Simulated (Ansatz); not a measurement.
# CeZnS3 (model cell, started as cubic perovskite with Ce in the octahedra): a soft mode frozen in

Aim: this structure of CeZnS3 (model cell, started as cubic perovskite with Ce in the octahedra) is to be tested for unstable modes, and one is followed downhill.

Calculated with Ansatz 0.2.0; DFT PBEsol, scalar-relativistic, plane waves, PAW; PAW set soft_1.

The structure was built from a prototype and need not be the compound's stable phase.

## Step 1: The structure

Symmetry: Pm-3m, No. 221, cubic system. The conventional cell has a = 5.220 Å, b = 5.220 Å, c = 5.220 Å, α = 90.00°, β = 90.00°, γ = 90.00°. Nearest to Zn lie 12 S at 3.69 Å. Nearest to Ce lie 6 S at 2.61 Å. S has 2 Ce at 2.61 Å nearest. Farther neighbours and most contacts between anions are not listed.

## Step 2: Response at finite wavevector

The cell comes from relaxations at this level that are not shown. Stability and thermal properties need the whole zone. Linear response on a 2×2×2 q mesh gives force constants as far as a supercell of that size would.

Input file input.yaml:

```yaml
crystal:
  lattice:
    - [5.2201691733, 0.0, 0.0]
    - [0.0, 5.2201691733, 0.0]
    - [0.0, 0.0, 5.2201691733]
  atoms:
    - { symbol: Zn, position: [0.0, 0.0, 0.0] }
    - { symbol: Ce, position: [0.5, 0.5, 0.5] }
    - { symbol: S, position: [0.5, 0.5, 0.0] }
    - { symbol: S, position: [0.5, 0.0, 0.5] }
    - { symbol: S, position: [0.0, 0.5, 0.5] }
kpoints:
  mp_grid: { grid: [8, 8, 8] }
hamiltonian:
  xc: pbesol
  pseudopotentials: { kind: paw, azcp: { folder: soft_1 }, xc_functional: pbe }
scf:
  occupations: { method: methfessel_paxton, width: 0.2 }
output:
  eigenvalues: true
phonons:
  method: dfpt
  qmesh: [2, 2, 2]
  temperatures: { t_max: 1000, t_step: 50 }
  qpath:
    path:
      - [[0.0, 0.0, 0.0], [0.0, 0.5, 0.0], [0.5, 0.5, 0.0], [0.0, 0.0, 0.0], [0.5, 0.5, 0.5], [0.0, 0.5, 0.0]]
      - [[0.5, 0.5, 0.5], [0.5, 0.5, 0.0]]
    npoints: 10
```

On the command line:

```sh
$ ansatz run input.yaml --threads 4 --pin off --max-ram 16384MiB --backend cpu --events-out ev --progress --plain --runs-dir out
```

Numbers of over 12 decimals in the logs are rounded to 6 here.

Log:

```text
band count auto-derived: 31 (N_el = 42.0; filled up to band 21; 26 by the electrons, moments and atoms)
Engine: ansatz 0.2.0, aarch64-unknown-linux-gnu
Pseudopotentials: kind: paw
Pseudopotential: Zn, paw, valence charge 12, recommended cutoff 420 eV (normal), soft_1/Zn.paw.azcp
Pseudopotential: Ce, paw, valence charge 12, recommended cutoff 420 eV (normal), soft_1/Ce.paw.azcp
Pseudopotential: S, paw, valence charge 6, recommended cutoff 420 eV (normal), soft_1/S.paw.azcp
Functional definition: PBEsol
  exchange = pbesol_x
  correlation = pbesol_c
Crystal: 5 atoms, lattice volume = 142.250 Å³
Basis set: ecut = 420 eV, 2801 PW (Γ), exchange–correlation on 72×72×72 points (8 copies of the dense FFT grid, shifted against one another)
Bands: 31, of which v1, the nominal top of the filled ones, is band 21 counted from 1 (20 counted from 0)
Symmetry: 48 space group operations
k-points: 35 of 512
Non-local potential: Zn, projectors of the file, l = 0: 2, l = 1: 2, l = 2: 3, l = 3: 1
Non-local potential: Ce, projectors of the file, l = 0: 3, l = 1: 2, l = 2: 2, l = 3: 3
Non-local potential: S, projectors of the file, l = 0: 2, l = 1: 2, l = 2: 1
PAW form: soft (Blöchl's): semilocal exchange-correlation on the pseudo side does not see the compensation charge
PAW frozen core: Zn, regenerated for the run's functional, and the local potential with it (the file was generated under x = pbe(κ = 0.804, μ = 0.219515), c = pbe(β = 0.066725))
PAW frozen core: Ce, regenerated for the run's functional, and the local potential with it (the file was generated under x = pbe(κ = 0.804, μ = 0.219515), c = pbe(β = 0.066725))
PAW frozen core: S, regenerated for the run's functional, and the local potential with it (the file was generated under x = pbe(κ = 0.804, μ = 0.219515), c = pbe(β = 0.066725))
PAW one-centre angular grid: Zn, 590 points (default); XC on 64 Gauss nodes
PAW one-centre angular grid: Ce, 590 points (default); XC on 64 Gauss nodes
PAW one-centre angular grid: S, 110 points (default); XC on 64 Gauss nodes
Initial density: superposition of atomic densities (chi_scale 0.1, normalization cell, long waves kept (reshape's long-wave potential 0.00 eV rms))
Initial wavefunctions: pseudopotential atomic-orbital guess
Functional: x = pbesol(κ = 0.804, μ = 0.123457), c = pbesol(β = 0.046)
SCF iter   1: F=—  HF=-12428.938902 eV  |F-HF|=—  |Δ(HF+E_count)|=         —  Δρ=2.75e-1  dr2=1.91e2  ethr=3.10e-3  ⟨swp⟩=6.0  Hψ=5185  notcnv=0
preconditioner: auto → Kerker (q_TF=auto, 2.226 Å⁻¹)  [metal: Δε(μ)=0.022 eV  Ē_g=7.211 eV  σ=0.200 eV  W_gap=0.09  n_scr=26 (ndim 8)  ℏωp=19.7 eV  f_vac=0.000  D(μ)=15.78/eV (n_scr^D=202)]
SCF iter   2: F=—  HF=-12424.552902 eV  |F-HF|=—  |Δ(HF+E_count)|=    4.39e0  S|Δr|=    0.00e0  Δρ=1.47e-1  dr2=5.77e1  ethr=3.10e-3  ⟨swp⟩=3.0  Hψ=2083  notcnv=0  defer=47
SCF iter   3: F=—  HF=-12422.491311 eV  |F-HF|=—  |Δ(HF+E_count)|=    2.06e0  S|Δr|=    0.00e0  Δρ=3.28e-2  dr2=2.44e0  ethr=3.10e-3  ⟨swp⟩=3.0  Hψ=2204  notcnv=0  defer=39
SCF iter   4: F=—  HF=-12422.384505 eV  |F-HF|=—  |Δ(HF+E_count)|=   1.07e-1  S|Δr|=    0.00e0  Δρ=2.09e-2  dr2=8.98e-1  ethr=3.10e-3  ⟨swp⟩=2.3  Hψ=2089  notcnv=0  defer=31
SCF iter   5: F=—  HF=-12422.353022 eV  |F-HF|=—  |Δ(HF+E_count)|=   3.15e-2  S|Δr|=    0.00e0  Δρ=1.46e-2  dr2=4.41e-1  ethr=2.14e-3  ⟨swp⟩=1.0  Hψ=1031  notcnv=0  defer=32
SCF iter   6: F=—  HF=-12422.319725 eV  |F-HF|=—  |Δ(HF+E_count)|=   3.33e-2  S|Δr|=    0.00e0  Δρ=2.72e-3  dr2=8.32e-3  ethr=1.05e-3  ⟨swp⟩=2.0  Hψ=1604  notcnv=0  defer=48
SCF iter   7: F=—  HF=-12422.318629 eV  |F-HF|=—  |Δ(HF+E_count)|=   1.10e-3  S|Δr|=    0.00e0  Δρ=3.84e-4  dr2=4.85e-4  ethr=1.98e-5  ⟨swp⟩=2.2  Hψ=1460  notcnv=0  defer=48
SCF iter   8: F=—  HF=-12422.318656 eV  |F-HF|=—  |Δ(HF+E_count)|=   2.74e-5  S|Δr|=    0.00e0  Δρ=3.93e-4  dr2=2.79e-4  ethr=1.16e-6  ⟨swp⟩=2.0  Hψ=1466  notcnv=0  defer=48
SCF iter   9: F=—  HF=-12422.318635 eV  |F-HF|=—  |Δ(HF+E_count)|=   2.15e-5  S|Δr|=    0.00e0  Δρ=2.31e-4  dr2=1.10e-4  ethr=6.65e-7  ⟨swp⟩=1.9  Hψ=1147  notcnv=0  defer=48
SCF iter  10: F=—  HF=-12422.318628 eV  |F-HF|=—  |Δ(HF+E_count)|=   7.41e-6  S|Δr|=    0.00e0  Δρ=7.66e-5  dr2=1.14e-5  ethr=2.63e-7  ⟨swp⟩=1.1  Hψ=1018  notcnv=0  defer=48
[...]
SCF iter  12: F=—  HF=-12422.318629 eV  |F-HF|=—  |Δ(HF+E_count)|=   8.40e-7  S|Δr|=    0.00e0  Δρ=5.66e-6  dr2=8.45e-8  ethr=1.01e-9  ⟨swp⟩=2.4  Hψ=1538  notcnv=0  defer=48
SCF iter  13: F=—  HF=-12422.318629 eV  |F-HF|=—  |Δ(HF+E_count)|=   5.37e-9  S|Δr|=    0.00e0  Δρ=1.09e-6  dr2=2.34e-9  ethr=2.01e-10  ⟨swp⟩=1.1  Hψ=1028  notcnv=0  defer=48
SCF iter  14: F=—  HF=-12422.318629 eV  |F-HF|=—  |Δ(HF+E_count)|=  2.78e-10  S|Δr|=    0.00e0  Δρ=2.29e-7  dr2=6.60e-11  ethr=5.57e-12  ⟨swp⟩=2.5  Hψ=1504  notcnv=0  defer=48
SCF iter  15: F=-12422.318629 eV  HF=-12422.318629 eV  |F-HF|=0.00e0  |Δ(HF+E_count)|=  4.18e-11  S|Δr|=    0.00e0  Δρ=6.63e-8  dr2=6.44e-12  ethr=1.00e-12  ⟨swp⟩=13.2  Hψ=6335  notcnv=0
SCF 1 converged in 15 iterations: F = -12422.318629 eV  dr2 = 6.44e-12
  greatest PAW one-centre occupation: 0.988 electrons in one spin orbital (limit 2), on the Zn atom at site 0 (counted from 0), in its partial waves of l = 2
Initial density: read from a saved state, or passed on in memory by an earlier SCF of this step, an earlier step, the calling program or the single point that the run made first
iter 1 solved again at ethr=1.74e-8 eV; its pass at ethr=3.10e-3 eV (dr2=7.32e-6 eV) is discarded
SCF iter   1: F=—  HF=-12422.318630 eV  |F-HF|=—  |Δ(HF+E_count)|=         —  Δρ=3.53e-7  dr2=2.66e-10  ethr=1.74e-8  ⟨swp⟩=4.4  Hψ=8886  notcnv=0
eigensolver tolerance schedule: the retry pair's looser diagonalisation over-reported the residual by 27480.20 of it (diagonalisation noise at 0.18 of the residual, at the tolerance the schedule requests for it); recorded, not acted on — ethr = c·dr2/N_el stays at c = 1.0e-1
preconditioner: auto → Kerker (q_TF=auto, 2.226 Å⁻¹)  [metal: Δε(μ)=0.035 eV  Ē_g=8.264 eV  σ=0.200 eV  W_gap=0.15  n_scr=26 (ndim 8)  ℏωp=19.7 eV  f_vac=0.008  D(μ)=4.10/eV (n_scr^D=26)]
SCF iter   2: F=—  HF=-12422.318629 eV  |F-HF|=—  |Δ(HF+E_count)|=   1.37e-6  S|Δr|=    0.00e0  Δρ=1.93e-7  dr2=6.46e-11  ethr=1.00e-12  ⟨swp⟩=4.1  Hψ=2951  notcnv=0
SCF iter   3: F=—  HF=-12422.318629 eV  |F-HF|=—  |Δ(HF+E_count)|=  5.46e-12  S|Δr|=    0.00e0  Δρ=1.36e-7  dr2=3.60e-11  ethr=1.00e-12  ⟨swp⟩=1.0  Hψ=1085  notcnv=0
SCF iter   4: F=—  HF=-12422.318629 eV  |F-HF|=—  |Δ(HF+E_count)|=  7.28e-12  S|Δr|=    0.00e0  Δρ=8.91e-8  dr2=1.79e-11  ethr=1.00e-12  ⟨swp⟩=1.0  Hψ=1085  notcnv=0
SCF iter   5: F=-12422.318629 eV  HF=-12422.318629 eV  |F-HF|=1.09e-11  |Δ(HF+E_count)|=    0.00e0  S|Δr|=    0.00e0  Δρ=4.91e-8  dr2=6.62e-12  ethr=1.00e-12  ⟨swp⟩=3.2  Hψ=2246  notcnv=0
SCF 2 converged in 5 iterations: F = -12422.318629 eV  dr2 = 6.62e-12
phonons: the bands overlap, so this run is a metal and interpolates without the dipole-dipole term. If the crystal is really an insulator or semiconductor, its LO-TO splitting is missing
NSCF: frozen V_eff on 35 k-points
NSCF: frozen V_eff on 125 k-points
DFPT response loops at q = (0, 0, 0) (fractional): preconditioner auto → Kerker (q_TF=auto, 2.226 Å⁻¹) (partly filled bands, converged f_vac=0.008); β = 1.00, the filter's whole step (`scf.mixing.beta` (0.50) is not read by the response loops under this deck's `scf.mixing.preconditioner`; to damp them name `kerker` or `kerker_dos`, under which they read `scf.mixing.beta`, and type it under 1.00, their step now; both keys bind the ground state too); Broyden in place of MSR1
NSCF: frozen V_eff on 250 k-points
DFPT response loops at q = (0, 0, -0.5) (fractional): mixed as the last ones told, above
NSCF: frozen V_eff on 250 k-points
DFPT response loops at q = (0, -0.5, -0.5) (fractional): mixed as the last ones told, above
NSCF: frozen V_eff on 250 k-points
DFPT response loops at q = (-0.5, -0.5, -0.5) (fractional): mixed as the last ones told, above
SCF converged after 15 iterations
Stability not checked: this state was not tested for a lower state beside it, because cold or Methfessel-Paxton smearing, or corrected tetrahedra, fill the levels in a way that the test cannot read (fill_not_monotonic; see scf.lower_state_search)
Free energy (F): -12422.318629 eV
Harris-Foulkes:  -12422.318629 eV  (|F-HF|=0.00e0)
Internal energy: -12422.327348 eV  (E = F + TS)
E sigma→0 (E₀):  -12422.320809 eV
Entropy (-TS):   0.008719 eV (1.744 meV/atom)
Fermi energy:    4.082760 eV
--- Per-component energies (eV) ---
  E_band       = -143.274356
  E_kinetic    = 693.571860
  E_local      = -3327.183986  (includes V_loc(G=0)·N_el)
  E_nonlocal   = 1035.191109
  E_hartree    = 1227.363889
  E_xc         = -480.808484
  E_vxc        = -461.716335  (∫ρ·V_xc dr)
  E_paw        = -9125.680272  (= ΣΔE_a)
  E_vpaw       = -537.864451  (= ΣTr[D̂ρ^β])
  E_aug_tail   = -0.000261  (compensation charges beyond the density's cutoff)
  E_ewald      = -2445.990257
  E_core_change = 1.209054  (= ΣΔE_core)
  E_smearing   = 0.008719  (= −TS)
  E_closure    = 0.000000  (closes the sum)
  Σ components = -12422.318629   (vs F -12422.318629, Δ=0.00e0)
--- Band table (eV; the first three rows and the last of 35) ---
  k-point 0: bands = [... 17 lower, 3.3281, 3.3281, 3.7557, 3.7557, 3.7557, 5.5920, 5.9680, 5.9680, ... 6 higher]
  k-point 1: bands = [... 17 lower, 3.2661, 3.2922, 3.5849, 3.7514, 3.7514, 5.5902, 5.8694, 5.8694, ... 6 higher]
  k-point 2: bands = [... 17 lower, 3.1501, 3.2083, 3.7462, 3.7462, 4.0277, 5.5862, 5.7480, 5.7480, ... 6 higher]
  k-point 34: bands = [... 17 lower, 1.3745, 2.8555, 4.4869, 4.4869, 4.4869, 5.5457, 5.5457, 5.5457, ... 6 higher]
--- Phonons (Γ-DFPT): 4 representative perturbations + reference (Σ response iterations 13) ---
  ASR residual: 7.368e-5 → 0.000e0 eV/Å²; symmetrization residual: 3.653e-6 eV/Å²
  ASR residual per site (eV/Å²): 7.37e-5 5.67e-6 2.59e-5 2.59e-5 2.59e-5
  Γ frequencies (cm⁻¹): -102.57 -102.57 -102.57 -99.81 -99.81 -99.81 -37.30 -37.30 -37.30 0.00 0.00 0.00 325.80 325.80 325.80
--- Phonons (arbitrary-q DFPT): 4 irreducible q on the 2×2×2 mesh ---
  q = [0.0000, 0.0000, 0.0000] (star 1, of the zone-centre solve; hermiticity 7.11e-7, symmetrization 1.60e-13): -102.57 -102.57 -102.57 -99.81 -99.81 -99.81 -37.30 -37.30 -37.30 -0.00 0.00 0.00 325.80 325.80 325.80
  q = [0.0000, 0.0000, -0.5000] (star 3, 9 solved perturbations in 975 linear systems a pass and spin channel, the states on 125 of 512 k-point pairs; hermiticity 1.03e-6, symmetrization 7.47e-8): -132.12 -104.61 -97.40 -97.40 -72.18 -72.18 -71.26 -60.68 -60.68 -35.22 -35.22 155.42 329.17 329.17 347.63
  q = [0.0000, -0.5000, -0.5000] (star 3, 9 solved perturbations in 975 linear systems a pass and spin channel, the states on 125 of 512 k-point pairs; hermiticity 1.14e-6, symmetrization 2.90e-8): -134.04 -113.38 -113.38 -83.77 -71.59 -71.59 -64.13 -64.13 -63.89 -41.58 151.11 151.11 323.53 334.31 379.37
  q = [-0.5000, -0.5000, -0.5000] (star 1, 4 solved perturbations in 350 linear systems a pass and spin channel, the states on 125 of 512 k-point pairs; hermiticity 4.03e-7, symmetrization 8.98e-9): -132.94 -132.94 -132.94 -92.49 -92.49 -92.49 40.37 40.37 40.37 147.57 147.57 147.57 336.32 336.32 400.13
  sum rule: each row above includes the acoustic sum rule's correction from the zone centre's row sums; it moved no ω² by more than (0.55 cm⁻¹)²
  mesh force constants: q→R imaginary residual 1.54e-18; ASR residual 7.368e-5 → 0.000e0 eV/Å²; symmetrization residual 7.105e-15 eV/Å²
  interpolated dispersion: 62 rows × 15 modes
  density of states and harmonic sums: on the 12×12×12 q-mesh, interpolated from the force constants of a 2×2×2 supercell (no non-analytic term)
  largest difference from the sums on the solved wave vectors: F 2.55e-1 eV, S 3.42e-4 and C_V 8.77e-5 eV/K
  zero-point energy: 0.080659 eV/cell   skipped modes (ω ≤ 0): 771, of them read as no rigid motion or as one in doubt: 768 (9.111e0 modes/cell left out, lowest -134.04 cm⁻¹)   left out of the sums: 6.08e-1 of the cell's modes: C_V's classical limit lies that fraction below 3 k_B per atom; for a crystal, a wire or a layer, F and S can be off by more, and a phonons.interpolated_qmesh denser along its periods is the remedy for the sampling
```

Run time: 4.9 min. Hardware: 4 threads of Arm Neoverse V1, shared host; peak memory 1.6 GiB.

The column dr2 measures how far the density is from self-consistency, as an energy; F and HF (Harris–Foulkes) agree once it is small.

Numbers from this step:

| Property | Result |
| --- | --- |
| volume per atom | 28.45 Å³ |
| gap on the k-mesh | 0 eV |
| sum-rule residual before enforcement | 7.37e-5 eV/Å² |
| lowest frequency on the path | -134.0 cm⁻¹ |
| point group | m-3m |
| highest frequency on the path or at a solved wavevector | 400.1 cm⁻¹ |
| highest optical mode at the zone centre (no LO-TO term) | 325.8 cm⁻¹ |
| lowest optical zone-centre mode | -102.6 cm⁻¹ |
| lowest mode on the q mesh (acoustic modes at Γ apart) | -134.0 cm⁻¹ |

Frequencies (cm⁻¹) solved at each irreducible wavevector; negative means imaginary. Frequencies by wavevector, by row:

```
q in reciprocal lattice units  star  mode 1  mode 2  mode 3  mode 4  mode 13  mode 14  mode 15
                        0 0 0     1  -102.6  -102.6  -102.6   -99.8    325.8    325.8    325.8
                     0 0 -0.5     3  -132.1  -104.6   -97.4   -97.4    329.2    329.2    347.6
                  0 -0.5 -0.5     3    -134  -113.4  -113.4   -83.8    323.5    334.3    379.4
               -0.5 -0.5 -0.5     1  -132.9  -132.9  -132.9   -92.5    336.3    336.3    400.1
```

Interpolated from a 2×2×2 q mesh. The phonon branches at the labelled points (cm⁻¹):

| point | branch 1 | branch 2 | branch 3 | branch 4 | branch 12 | branch 13 | branch 14 | branch 15 |
| --- | --- | --- | --- | --- | --- | --- | --- | --- |
| Γ | -103 | -103 | -103 | -100 | 0 | 326 | 326 | 326 |
| halfway | -118 | -100 | -99 | -99 | 110 | 328 | 328 | 336 |
| X | -132 | -105 | -97 | -97 | 155 | 329 | 329 | 348 |
| halfway | -130 | -115 | -98 | -91 | 153 | 325 | 332 | 365 |
| M | -134 | -113 | -113 | -84 | 151 | 324 | 334 | 379 |
| halfway | -120 | -106 | -105 | -93 | 112 | 325 | 330 | 351 |
| Γ | -103 | -103 | -103 | -100 | 0 | 326 | 326 | 326 |
| halfway | -119 | -111 | -111 | -97 | 112 | 329 | 329 | 364 |
| R | -133 | -133 | -133 | -92 | 148 | 336 | 336 | 400 |
| halfway | -128 | -121 | -108 | -97 | 151 | 328 | 333 | 377 |
| X | -132 | -105 | -97 | -97 | 155 | 329 | 329 | 348 |
| jump to R | -133 | -133 | -133 | -92 | 148 | 336 | 336 | 400 |
| halfway | -134 | -122 | -122 | -92 | 149 | 330 | 336 | 389 |
| M | -134 | -113 | -113 | -84 | 151 | 324 | 334 | 379 |

Symmetry leaves 4 wavevectors to solve. The lowest mode among them, the acoustic zeros apart, lies at q = (0, -0.5, -0.5) and is imaginary, 134.0i cm⁻¹, so the energy falls along it.

## Step 3: The mode frozen in, largest atomic shift 0 Å

The mode followed lies at q = (-0.5, -0.5, -0.5) with frequency 132.9i cm⁻¹ and is 3-fold degenerate, one of the unstable modes though not the softest. At small amplitude the distorted cell has space group no. 140 by a symmetry search on the positions. The undistorted cell that holds it gives the zero of energy on the same k mesh.

System of this step: CeZnS3 (model cell, started as cubic perovskite with Ce in the octahedra). Symmetry: Pm-3m, No. 221, cubic system. Conventional cell: a = 5.220 Å, b = 5.220 Å, c = 5.220 Å, α = 90.00°, β = 90.00°, γ = 90.00°. Nearest to Zn lie 12 S at 3.69 Å. Nearest to Ce lie 6 S at 2.61 Å. S has 2 Ce at 2.61 Å nearest. Farther neighbours and most contacts between anions are not listed.

input.yaml, the sections that differ from step 2:

```yaml
crystal:
  lattice:
    - [5.2201691733, 5.2201691733, 0.0]
    - [5.2201691733, 0.0, 5.2201691733]
    - [5.2201691733, 0.0, -5.2201691733]
  atoms:
    - { symbol: Zn, position: [0.0, 0.5, 0.5] }
    - { symbol: Zn, position: [0.0, 0.0, 0.0] }
    - { symbol: Ce, position: [0.5, 0.25, 0.75] }
    - { symbol: Ce, position: [0.5, 0.75, 0.25] }
    - { symbol: S, position: [0.5, 0.0, 1.0] }
    - { symbol: S, position: [0.5, 0.5, 0.5] }
    - { symbol: S, position: [0.0, 0.5, 0.0] }
    - { symbol: S, position: [0.0, 0.0, 0.5] }
    - { symbol: S, position: [0.5, 0.5, 0.0] }
    - { symbol: S, position: [0.5, 0.0, 0.5] }
output:
  forces: true
  stress: true
  eigenvalues: true
# kpoints, hamiltonian, scf: as in step 2
# phonons: removed
```

Log:

```text
[...]
Crystal: 10 atoms, lattice volume = 284.501 Å³
Basis set: ecut = 420 eV, 5601 PW (Γ), exchange–correlation on 100×100×100 points (8 copies of the dense FFT grid, shifted against one another)
Bands: 61, of which v1, the nominal top of the filled ones, is band 42 counted from 1 (41 counted from 0)
Symmetry: 96 space group operations
[...]
k-points: 29 of 512
[...]
k-point 0: bands = [... 38 lower, 3.7532, 3.7532, 3.7532, 4.4862, 4.4862, 4.4862, 5.5420, 5.5420, ... 15 higher]
  k-point 1: bands = [... 38 lower, 3.6656, 3.6656, 3.7120, 4.3949, 4.3949, 4.4161, 5.5494, 5.5494, ... 15 higher]
  k-point 2: bands = [... 38 lower, 3.4516, 3.4539, 3.8036, 4.1678, 4.1678, 4.2412, 5.5640, 5.5640, ... 15 higher]
  k-point 28: bands = [... 38 lower, 3.7160, 3.7160, 3.8536, 3.8536, 4.4535, 4.4535, 5.5620, 5.5620, ... 15 higher]
[key lines of the parts left out:]
SCF converged after 13 iterations
Free energy (F): -24844.631433 eV
Fermi energy:    4.086459 eV
P = ⅓ Tr σ = 0.0259 GPa (0.259 kbar)
```

Wall time 11 s (4 threads); peak memory 0.93 GiB.

Numbers from this step:

| Item | Value |
| --- | --- |
| pressure | 0.02588 GPa |
| energy from the undistorted cell | 0 meV/atom |

The run ends at a pressure of 0.03 GPa.

## Step 4: The mode frozen in, largest atomic shift 0.6 Å

The atoms are moved along the unstable eigenvector, the largest shift by 0.6 Å, with the cell fixed.

input.yaml, the sections that differ from step 3:

```yaml
crystal:
  lattice:
    - [5.2201691733, 5.2201691733, 0.0]
    - [5.2201691733, 0.0, 5.2201691733]
    - [5.2201691733, 0.0, -5.2201691733]
  atoms:
    - { symbol: Zn, position: [0.0, 0.5, 0.5] }
    - { symbol: Zn, position: [0.0, 0.0, 0.0] }
    - { symbol: Ce, position: [0.5, 0.25, 0.75] }
    - { symbol: Ce, position: [0.5, 0.75, 0.25] }
    - { symbol: S, position: [0.5, -0.0574694019, 0.9425305981] }
    - { symbol: S, position: [0.5, 0.5574694019, 0.5574694019] }
    - { symbol: S, position: [0.0, 0.5, 0.0] }
    - { symbol: S, position: [0.0, 0.0, 0.5] }
    - { symbol: S, position: [0.5, 0.4425305981, 0.0574694019] }
    - { symbol: S, position: [0.5, 0.0574694019, 0.4425305981] }
# kpoints, hamiltonian, scf, output: as in step 3
```

Log:

```text
[...]
Crystal: 10 atoms, lattice volume = 284.501 Å³
Basis set: ecut = 420 eV, 5601 PW (Γ), exchange–correlation on 100×100×100 points (8 copies of the dense FFT grid, shifted against one another)
Bands: 61, of which v1, the nominal top of the filled ones, is band 42 counted from 1 (41 counted from 0)
Symmetry: 16 space group operations
[...]
k-points: 59 of 512
[...]
k-point 0: bands = [... 38 lower, 3.6862, 3.8006, 4.2586, 4.3668, 4.4375, 4.4375, 5.3852, 5.3852, ... 15 higher]
  k-point 1: bands = [... 38 lower, 3.6528, 3.7259, 4.2059, 4.3793, 4.4039, 4.4044, 5.3915, 5.3978, ... 15 higher]
  k-point 2: bands = [... 38 lower, 3.6236, 3.6358, 4.1098, 4.2183, 4.3315, 4.4596, 5.4054, 5.4091, ... 15 higher]
  k-point 58: bands = [... 38 lower, 3.6868, 3.6868, 3.7491, 3.7651, 4.1486, 5.0024, 5.3717, 5.3754, ... 15 higher]
[key lines of the parts left out:]
SCF converged after 12 iterations
Free energy (F): -24845.844347 eV
Fermi energy:    4.250615 eV
P = ⅓ Tr σ = -2.8824 GPa (-28.824 kbar)
```

Elapsed: 23 s, on 4 threads; peak memory 1.2 GiB; 91 s of CPU time.

Numbers from this step:

```yaml
pressure: -2.882 GPa
energy_from_the_undistorted_cell: -121.7 meV/atom
```

The energy, extrapolated to zero smearing, is -121.67 meV/atom against the undistorted cell.

The run ends at a pressure of -2.88 GPa, with forces up to 0.85 eV/Å.

(Continued in part 2 of 3.)

[Logs are printed without paths, hosts, clocks, repeated set-up lines and the standing remarks that a program may print on its own settings, such as how far it seeks lower states.]

[Hosts, paths, dates, database ids (printed as entryN), source tags and the programs' standing remarks are cut or masked in the printed files.]
